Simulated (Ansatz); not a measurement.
# Starting-point dependence of the GW gap of LaBiS2O (P4/nmm)

Aim: G0W0 for LaBiS2O (P4/nmm) on several starting functionals, at one mesh, band count and screening cutoff.

Program: Ansatz 0.2.0. Level of theory: G0W0 on several functionals, plane waves, PAW. Results are calculated unless marked as measured.

In doubt: masses and optical values from hybrid runs of this build are listed as unsure (step 4), which bears on the screening that GW takes from such a start.

## (1) Starting point

The structure is tetragonal, space group P4/nmm (No. 129). Conventional cell: a = 4.055 Å, b = 4.055 Å, c = 14.173 Å, α = 90.00°, β = 90.00°, γ = 90.00°. Nearest to La lie 4 O at 2.38 Å and 4 S at 3.21 Å. Nearest to Bi lie 5 S at 2.52 to 2.88 Å. S has 4 Bi at 2.88 Å nearest. Nearest to S lie 1 Bi at 2.52 Å and 4 La at 3.21 Å. Nearest to O lie 4 La at 2.38 Å. Farther neighbours and most contacts between anions are not listed.

The cell and positions are those that the Materials Project relaxed with its own functionals (PBE, PBE+U or r2SCAN), kept fixed. Spin-orbit coupling is left out unless a step names it.

## (2) G0W0 on LDA

Now the one-shot GW correction: screening in the RPA, then the self-energy of the levels asked for. This step takes hard PAW files.

This step: G0W0 on LDA, plane waves, PAW.

File input.yaml:

```yaml
crystal:
  lattice:
    - [4.055497, 0.0, 0.0]
    - [0.0, 4.055497, 0.0]
    - [0.0, 0.0, 14.173265]
  atoms:
    - { symbol: La, position: [0.5, 0.0, 0.587742] }
    - { symbol: La, position: [0.0, 0.5, 0.412258] }
    - { symbol: Bi, position: [0.0, 0.5, 0.867775] }
    - { symbol: Bi, position: [0.5, 0.0, 0.132225] }
    - { symbol: S, position: [0.5, 0.0, 0.89002] }
    - { symbol: S, position: [0.0, 0.5, 0.10998] }
    - { symbol: S, position: [0.0, 0.5, 0.690201] }
    - { symbol: S, position: [0.5, 0.0, 0.309799] }
    - { symbol: O, position: [0.0, 0.0, 0.5] }
    - { symbol: O, position: [0.5, 0.5, 0.5] }
kpoints:
  mp_grid: { grid: [6, 6, 2] }
hamiltonian:
  xc: lda
  pseudopotentials: { kind: paw, source: ansatz }
scf:
  occupations: { method: fixed }
gw:
  n_empty_bands: 1497
  ecut_chi: 200.0
  qp_bands: [v3, c3]
  qp_kpoints: band_edges
  screening: { model: contour_deformation }
```

Run with:

```sh
> ansatz run input.yaml --threads 16 --pin off --max-ram 82944MiB --backend cuda --events-out ev --progress --plain --runs-dir out --devices 1 --max-vram 78GiB
```

Numbers of over 12 decimals in the logs are rounded to 6 here.

What it wrote:

```text
GPUs: using 1 of 1 available (devices: 1).
Engine: ansatz 0.2.0, aarch64-unknown-linux-gnu
Pseudopotentials: kind: paw
Pseudopotential: La, paw, valence charge 11, recommended cutoff 600 eV (normal), La.paw.azcp
Pseudopotential: Bi, paw, valence charge 23, recommended cutoff 500 eV (normal), Bi.paw.azcp
Pseudopotential: S, paw, valence charge 6, recommended cutoff 510 eV (normal), S.paw.azcp
Pseudopotential: O, paw, valence charge 6, recommended cutoff 930 eV (normal), O.paw.azcp
Functional definition: SPW92
  exchange = slater_x
  correlation = pw_c
[...]
Crystal: 10 atoms, lattice volume = 233.108 Å³
Basis set: ecut = 930 eV, 15035 PW (Γ)
Bands: 63, of which v1, the nominal top of the filled ones, is band 52 counted from 1 (51 counted from 0)
Symmetry: 16 space group operations
Space group: P4/nmm (ITA 129), of the structure as read, at distance tolerance 6.2e-5 Å
k-points: 20 of 72
Non-local potential: La, projectors of the file, l = 0: 3, l = 1: 3, l = 2: 2, l = 3: 3
Non-local potential: Bi, projectors of the file, l = 0: 3, l = 1: 3, l = 2: 3, l = 3: 2
Non-local potential: S, projectors of the file, l = 0: 2, l = 1: 2, l = 2: 2
Non-local potential: O, projectors of the file, l = 0: 2, l = 1: 2, l = 2: 1
PAW form: soft (Blöchl's): semilocal exchange-correlation on the pseudo side does not see the compensation charge
PAW frozen core: La, regenerated for the run's functional, and the local potential with it (the file was generated under x = pbe(κ = 0.804, μ = 0.219515), c = pbe(β = 0.066725))
PAW frozen core: Bi, regenerated for the run's functional, and the local potential with it (the file was generated under x = pbe(κ = 0.804, μ = 0.219515), c = pbe(β = 0.066725))
PAW frozen core: S, regenerated for the run's functional, and the local potential with it (the file was generated under x = pbe(κ = 0.804, μ = 0.219515), c = pbe(β = 0.066725))
PAW frozen core: O, regenerated for the run's functional, and the local potential with it (the file was generated under x = pbe(κ = 0.804, μ = 0.219515), c = pbe(β = 0.066725))
PAW one-centre angular grid: La, 590 points (default); XC on 64 Gauss nodes
PAW one-centre angular grid: Bi, 590 points (default); XC on 64 Gauss nodes
PAW one-centre angular grid: S, 110 points (default); XC on 64 Gauss nodes
[...]
Initial density: superposition of atomic densities (chi_scale 0.1, normalization cell, long waves kept (reshape's long-wave potential 0.47 eV rms))
Initial wavefunctions: pseudopotential atomic-orbital guess
[...]
Functional: x = slater, c = lda
SCF iter   1: F=—  HF=-48323.831397 eV  |F-HF|=—  |Δ(HF+E_count)|=         —  Δρ=5.29e-2  dr2=1.63e1  ethr=3.10e-3  ⟨swp⟩=4.4  Hψ=4590  notcnv=0  defer=49
preconditioner: auto → Resta (q_TF=auto, 2.385 Å⁻¹)  ε∞=4.6  [insulator: Δε(μ)=0.111 eV  Ē_g=11.750 eV  n_scr=66 (ndim 8)  ℏωp=22.3 eV  f_vac=0.001  ε∞_Penn≈4.6]
SCF iter   2: F=—  HF=-48321.428605 eV  |F-HF|=—  |Δ(HF+E_count)|=    2.40e0  Δρ=2.63e-2  dr2=1.83e0  ethr=3.10e-3  ⟨swp⟩=5.4  Hψ=5700  notcnv=0  defer=170
SCF iter   3: F=—  HF=-48321.003554 eV  |F-HF|=—  |Δ(HF+E_count)|=   4.25e-1  Δρ=1.20e-2  dr2=3.27e-1  ethr=1.76e-3  ⟨swp⟩=2.8  Hψ=2185  notcnv=0  defer=176
SCF iter   4: F=—  HF=-48320.928454 eV  |F-HF|=—  |Δ(HF+E_count)|=   7.51e-2  Δρ=5.31e-3  dr2=1.05e-1  ethr=3.14e-4  ⟨swp⟩=3.5  Hψ=1550  notcnv=0  defer=179
SCF iter   5: F=—  HF=-48320.907062 eV  |F-HF|=—  |Δ(HF+E_count)|=   2.14e-2  Δρ=1.86e-3  dr2=1.02e-2  ethr=1.01e-4  ⟨swp⟩=4.2  Hψ=1573  notcnv=0  defer=181
SCF iter   6: F=—  HF=-48320.905439 eV  |F-HF|=—  |Δ(HF+E_count)|=   1.62e-3  Δρ=4.95e-4  dr2=7.52e-4  ethr=9.82e-6  ⟨swp⟩=4.0  Hψ=2184  notcnv=0  defer=181
[...]
SCF iter   8: F=—  HF=-48320.905430 eV  |F-HF|=—  |Δ(HF+E_count)|=   9.97e-6  Δρ=4.55e-5  dr2=7.83e-6  ethr=1.05e-7  ⟨swp⟩=2.0  Hψ=1511  notcnv=0  defer=179
SCF iter   9: F=—  HF=-48320.905427 eV  |F-HF|=—  |Δ(HF+E_count)|=   2.91e-6  Δρ=1.06e-5  dr2=5.10e-7  ethr=7.53e-9  ⟨swp⟩=2.0  Hψ=2141  notcnv=0  defer=179
SCF iter  10: F=-48320.905427 eV  HF=-48320.905427 eV  |F-HF|=2.04e-8  |Δ(HF+E_count)|=   2.03e-8  Δρ=3.51e-6  dr2=4.97e-8  ethr=9.62e-11  ⟨swp⟩=33.1  Hψ=9622  notcnv=0
SCF 1 converged in 10 iterations: F = -48320.905427 eV  dr2 = 4.97e-8
[...]
SCF converged after 10 iterations
[...]
5    53      9.6049   -10.9116    -3.4154   -14.5275  0.7475     9.8068     9.8054  root
     5    54      9.9279   -10.7125    -3.6926   -14.6109  0.7369    10.1357    10.1337  root
     5    55      9.9725   -10.3876    -3.6718   -14.3067  0.7457    10.2219    10.2198  root
     6    50      7.2079   -19.0934     2.5761   -16.0588  0.6982     6.7423     6.7493  root
     6    51      7.8615   -16.8921     0.6090   -16.0324  0.7321     7.6089     7.6108  root
     6    52      7.8615   -16.8921     0.6090   -16.0324  0.7321     7.6089     7.6108  root
     6    53      8.6968   -10.5320    -3.1322   -13.8201  0.7559     8.8533     8.8527  root
     6    54      8.6968   -10.5320    -3.1322   -13.8201  0.7559     8.8533     8.8527  root
     6    55      9.3175   -10.5790    -3.3280   -14.1375  0.7564     9.5496     9.5479  root
     7    50      7.1868   -19.2848     2.6525   -16.1749  0.6978     6.7224     6.7294  root
     7    51      7.8517   -16.8877     0.5885   -16.0514  0.7321     7.6019     7.6039  root
     7    52      7.8517   -16.8877     0.5885   -16.0514  0.7321     7.6019     7.6039  root
     7    53      8.7041   -10.4980    -3.1447   -13.8002  0.7558     8.8621     8.8615  root
     7    54      8.7041   -10.4980    -3.1447   -13.8002  0.7558     8.8621     8.8615  root
     7    55      9.3193   -10.5925    -3.3262   -14.1491  0.7563     9.5514     9.5497  root
     8    50      7.4354   -17.8493     2.3168   -15.0213  0.7026     6.9099     6.9242  root
     8    51      7.5727   -20.5722     2.8481   -17.2523  0.7082     7.0897     7.1009  root
     8    52      7.6080   -18.5345     1.8397   -16.2817  0.7170     7.1877     7.1949  root
     8    53      9.6900   -10.2557    -3.6240   -14.1191  0.7525     9.9314     9.9294  root
     8    54     10.0217   -10.5374    -3.7460   -14.5270  0.7412    10.2676    10.2653  root
     8    55     11.3017   -10.5289    -4.4547   -15.5647  0.7390    11.9014    11.8828  root
     9    50      7.4741   -18.3185     2.4193   -15.3876  0.7027     6.9483     6.9625  root
     9    51      7.4769   -18.0723     1.5223   -16.1803  0.7193     7.1018     7.1073  root
     9    52      7.5546   -20.6328     2.8792   -17.2819  0.7081     7.0716     7.0828  root
[...]
13    53     10.0673   -10.5457    -3.7740   -14.5304  0.7344    10.2796    10.2780  root
    13    54     10.0673   -10.5457    -3.7740   -14.5304  0.7344    10.2796    10.2780  root
    13    55     10.8175   -10.8801    -4.1942   -15.4494  0.7277    11.1948    11.1925  root
    18    50      6.7149   -24.8105     4.0886   -20.3317  0.7016     6.3180     6.3247  root
    18    51      7.1042   -18.3025     2.3719   -15.4617  0.7033     6.6241     6.6352  root
    18    52      7.1042   -18.3025     2.3719   -15.4617  0.7033     6.6241     6.6352  root
    18    53     11.4832   -10.7577    -4.9938   -16.5255  0.7357    12.3162    12.2573  root
    18    54     11.4832   -10.7577    -4.9938   -16.5255  0.7357    12.3162    12.2573  root
    18    55     12.0572   -16.1441    -8.6127   -27.5098  0.6975    14.9764    14.8102  root ?
```

Run time: 4.4 min. Hardware: 1 × NVIDIA GB200 (shared by 2 runs) with 16 threads of Arm Neoverse V2, shared host; peak memory 18 GiB; 11 min of CPU time.

The column dr2 measures how far the density is from self-consistency, as an energy; F and HF (Harris–Foulkes) agree once it is small.

Numbers from this step:

| Item | Value |
| --- | --- |
| bands summed | 1549 |
| RPA ε∞ on this mesh (eigenvalues) | 7.379, 19.44, 19.44 |
| plane waves in the screening matrix | 1517 |
| q-points in the mesh | 72 |
| G0W0 gap on the mesh | 1.242 eV |
| k of the valence top | 0, -0.5, 0 |
| k of the conduction bottom | 0, -0.5, 0 |
| starting gap on the mesh | 0.8295 eV |
| Z at the valence top | 0.7321 |
| Z at the conduction bottom | 0.7559 |
| least direct G0W0 gap on the computed points | 1.242 eV |

The gap on the mesh goes from 0.83 eV to 1.24 eV, a correction of +0.41 eV. Between the two edge states, bare exchange in place of the xc potential would open the gap by 4.15 eV, and correlation takes back 3.74 eV.

## (3) G0W0 on r2SCAN

One-shot GW remembers its start. Another functional's orbitals and levels show by how much.

This step: G0W0 on r2SCAN, plane waves, PAW.

input.yaml: that of step 2 with these lines changed.

```diff
@@ -19,3 +19,3 @@
 hamiltonian:
-  xc: lda
+  xc: r2scan
   pseudopotentials: { kind: paw, source: ansatz }
```

What it wrote:

```text
GPUs: using 1 of 1 available (devices: 1).
[...]
Crystal: 10 atoms, lattice volume = 233.108 Å³
Basis set: ecut = 1050 eV, 18023 PW (Γ), exchange–correlation on 192×192×720 points (64 copies of the dense FFT grid, shifted against one another)
Bands: 63, of which v1, the nominal top of the filled ones, is band 52 counted from 1 (51 counted from 0)
Symmetry: 16 space group operations
[...]
k-points: 20 of 72
[...]
SCF iter   1: F=—  HF=-49533.253800 eV  |F-HF|=—  |Δ(HF+E_count)|=         —  Δρ=3.80e-2  dr2=9.09e0  dr2_τ=2.14e-1  ethr=3.10e-3  ⟨swp⟩=5.0  Hψ=4630  notcnv=0  defer=70
[...]
SCF iter   6: F=—  HF=-49532.035323 eV  |F-HF|=—  |Δ(HF+E_count)|=   1.89e-4  Δρ=3.92e-4  dr2=3.93e-4  dr2_τ=3.29e-5  ethr=3.77e-6  ⟨swp⟩=3.6  Hψ=1642  notcnv=0  defer=180
[...]
SCF iter   8: F=—  HF=-49532.035503 eV  |F-HF|=—  |Δ(HF+E_count)|=   7.13e-6  Δρ=2.56e-5  dr2=3.16e-6  dr2_τ=1.95e-7  ethr=2.92e-8  ⟨swp⟩=2.7  Hψ=2346  notcnv=0  defer=180
[...]
SCF 1 converged in 10 iterations: F = -49532.035503 eV  dr2 = 4.14e-8
[...]
SCF converged after 10 iterations
[...]
4    53      9.9970   -10.2542    -3.4317   -13.6348  0.7669     9.9460     9.9459  root
     4    54     10.3904   -10.3443    -3.5258   -13.8963  0.7636    10.4166    10.4166  root
     4    55     10.4199   -10.4837    -3.5844   -14.0202  0.7577    10.3721    10.3720  root
     5    50      7.2883   -18.8026     2.4140   -15.9575  0.7248     6.8512     6.8573  root
     5    51      7.4988   -17.0486     1.1759   -15.4647  0.7429     7.0861     7.0908  root
     5    52      7.5542   -19.1283     2.4457   -16.1970  0.7278     7.0605     7.0687  root
     5    53     10.0653   -10.5150    -3.3884   -13.8544  0.7645    10.0163    10.0162  root
     5    54     10.3663   -10.2222    -3.5495   -13.7961  0.7645    10.3908    10.3908  root
[...]
18    52      7.1108   -18.5757     2.4010   -15.7320  0.7233     6.6616     6.6681  root
    18    53     12.1001   -10.3236    -4.5228   -15.2162  0.7560    12.4742    12.4699  root
    18    54     12.1001   -10.3236    -4.5228   -15.2162  0.7560    12.4742    12.4699  root
    18    55     12.8150   -11.9872    -6.2329   -19.5413  0.7397    14.1810    14.1361  root
```

Wall time 3.5 min (1 × NVIDIA GB200 (shared by 2 runs) with 16 threads); peak memory 21 GiB; 9.9 min of CPU time.

Numbers from this step:

| Property | Result |
| --- | --- |
| bands summed | 1549 |
| RPA ε∞ on this mesh (eigenvalues) | 6.089, 13.92, 13.92 |
| plane waves in the screening matrix | 1517 |
| q-points in the mesh | 72 |
| G0W0 gap on the mesh | 1.381 eV |
| k of the valence top | 0, -0.5, 0 |
| k of the conduction bottom | 0, -0.5, 0 |
| starting gap on the mesh | 1.143 eV |
| Z at the valence top | 0.7507 |
| Z at the conduction bottom | 0.7737 |
| least direct G0W0 gap on the computed points | 1.381 eV |

Against the run with 6×6×2 mesh, 1497 empty bands, screening to 200 eV, hard PAW files on LDA, the gap moves by +0.14 eV, while the start moved by +0.31 eV.

## (4) G0W0 on HSE06

This step: G0W0 on HSE06, plane waves, PAW.

input.yaml: that of step 3 with these lines changed.

```diff
@@ -19,3 +19,3 @@
 hamiltonian:
-  xc: r2scan
+  xc: hse06
   pseudopotentials: { kind: paw, source: ansatz }
```

What it wrote:

```text
GPUs: using 1 of 1 available (devices: 1).
[...]
davidson cushion auto → on  (no smearing: the cushion is to keep the highest requested band from converging to the state above it; pin scf.eigensolver.cushion to override)
[...]
Crystal: 10 atoms, lattice volume = 233.108 Å³
Basis set: ecut = 930 eV, 15035 PW (Γ)
Bands: 63, of which v1, the nominal top of the filled ones, is band 52 counted from 1 (51 counted from 0)
Symmetry: 16 space group operations
[...]
k-points: 20 of 72
[...]
3    52      7.3554   -19.6656     2.3673   -17.0525  0.7509     7.1081     7.1095  root
     3    53     11.7922    -9.4748    -4.0133   -13.3786  0.7630    11.6830    11.6827  root
     3    54     11.9993    -9.2108    -4.0822   -13.2674  0.7758    11.9737    11.9737  root
[...]
18    52      6.6733   -18.4088     2.1693   -16.0317  0.7427     6.4644     6.4655  root
    18    53     12.3456    -9.4816    -4.1417   -13.6328  0.7759    12.3551    12.3551  root
    18    54     12.3456    -9.4816    -4.1417   -13.6328  0.7759    12.3551    12.3551  root
    18    55     13.0772    -6.8710    -4.2389   -10.9597  0.7787    12.9275    12.9270  root
```

The job ended after 14 min (1 × NVIDIA GB200 (shared by 2 runs) with 16 threads; peak memory 20 GiB).

Numbers from this step:

- bands summed: 1549
- RPA ε∞ on this mesh (eigenvalues): 5.372, 11.60, 11.60
- plane waves in the screening matrix: 1517
- G0W0 gap on the mesh: 1.476 eV
- k of the valence top: 0, -0.5, 0
- k of the conduction bottom: 0, -0.5, 0
- starting gap on the mesh: 1.346 eV
- least direct G0W0 gap on the computed points: 1.476 eV

Against the run with 6×6×2 mesh, 1497 empty bands, screening to 200 eV, hard PAW files on r2SCAN, the gap moves by +0.10 eV, while the start moved by +0.20 eV.

## (5) The starts together

All on the 6×6×2 mesh with 1497 empty bands and screening to 200 eV. Times are wall times on 1 × NVIDIA GB200 (shared by 2 runs) with 16 threads of Arm Neoverse V2, shared host, good to a factor of about two.

| start | starting gap (eV) | shift (eV) | G0W0 gap (eV) | RPA ε∞ (harmonic mean) | Z (valence, conduction) | time |
| --- | --- | --- | --- | --- | --- | --- |
| LDA | 0.83 | +0.41 | 1.24 | 12.58 | 0.73, 0.76 | 4.4 min |
| r2SCAN | 1.14 | +0.24 | 1.38 | 9.74 | 0.75, 0.77 | 3.5 min |
| HSE06 | 1.35 | +0.13 | 1.48 | 8.37 | 0.77, 0.79 | 14 min |

How the two edges are built up, in eV (the quasiparticle level is the starting level plus Σx plus Σc less Vxc):

| run | edge | start | Σx | Σc | Vxc | Z | QP |
| --- | --- | --- | --- | --- | --- | --- | --- |
| LDA | valence top | 7.86 | -16.89 | 0.61 | -16.03 | 0.73 | 7.61 |
| LDA | conduction bottom | 8.70 | -10.53 | -3.13 | -13.82 | 0.76 | 8.85 |
| r2SCAN | valence top | 8.02 | -17.11 | 0.72 | -16.05 | 0.75 | 7.67 |
| r2SCAN | conduction bottom | 9.16 | -10.11 | -3.17 | -13.18 | 0.77 | 9.06 |
| HSE06 | valence top | 7.81 | -17.06 | 0.62 | -16.19 | 0.77 | 7.56 |
| HSE06 | conduction bottom | 9.16 | -9.81 | -3.21 | -12.90 | 0.79 | 9.04 |

For a hybrid start, Vxc holds its share of exact exchange.

## (6) Summary of results

| Property | Result |
| --- | --- |
| G0W0@LDA | 1.24 eV (start 0.83 eV) |
| G0W0@r2SCAN | 1.38 eV (start 1.14 eV) |
| G0W0@HSE06 | 1.48 eV (start 1.35 eV) |
| known limits | not at the basis limit; f levels unsure; no spin-orbit coupling; coarse k mesh |

In words: The starting gaps span 0.52 eV and the G0W0 gaps 0.23 eV. Between LDA and HSE06, 0.23 eV of the 0.52 eV survives, 45 %. HSE06 screens less than LDA (ε∞ 8.37 against 12.58). Of the 0.23 eV by which its G0W0 gap is higher, the correlation part gives −0.08 eV, and exchange with the one-particle terms, which follow the orbitals, +0.32 eV. The smallest correction, +0.13 eV, is on HSE06, the start nearest to reproducing itself. Bands and cutoff are finite, so the gap is not at the basis limit. The miss can reach some tenths of an eV and take either sign; the mesh is an error of its own. The 6×6×2 mesh is coarse for this cell (its supercell is 24 Å along the shortest edge). The RPA ε∞ on it, from the LDA start, is 7.38 and 19.44; such meshes misread the long-range screening, most where the gap is narrow. Where an edge is built on 6p states of lead, bismuth or thallium, scalar-relativistic gaps usually stand too wide, by a few tenths to over one eV. Empty 4f levels lie among the conduction bands. Their place in the start is unsure; it enters the screening, and the edge itself where they lie low. The many-body steps are scalar-relativistic: spin-orbit coupling is not in them.

[Paths, hosts, dates, memory and timing lines, banners, echoed tables and standing remarks are left out of the program output.]

[Logs are printed without paths, hosts, clocks, repeated set-up lines and the standing remarks that a program may print on its own settings, such as how far it seeks lower states.]

[Runs of the session that timed out or met a known fault of the program may be left out.]

[Cells called generated may have been cut or substituted from an entry of the Crystallography Open Database or the Materials Project.]

[Hosts, paths, dates, database ids (printed as entryN), source tags and the programs' standing remarks are cut or masked in the printed files.]
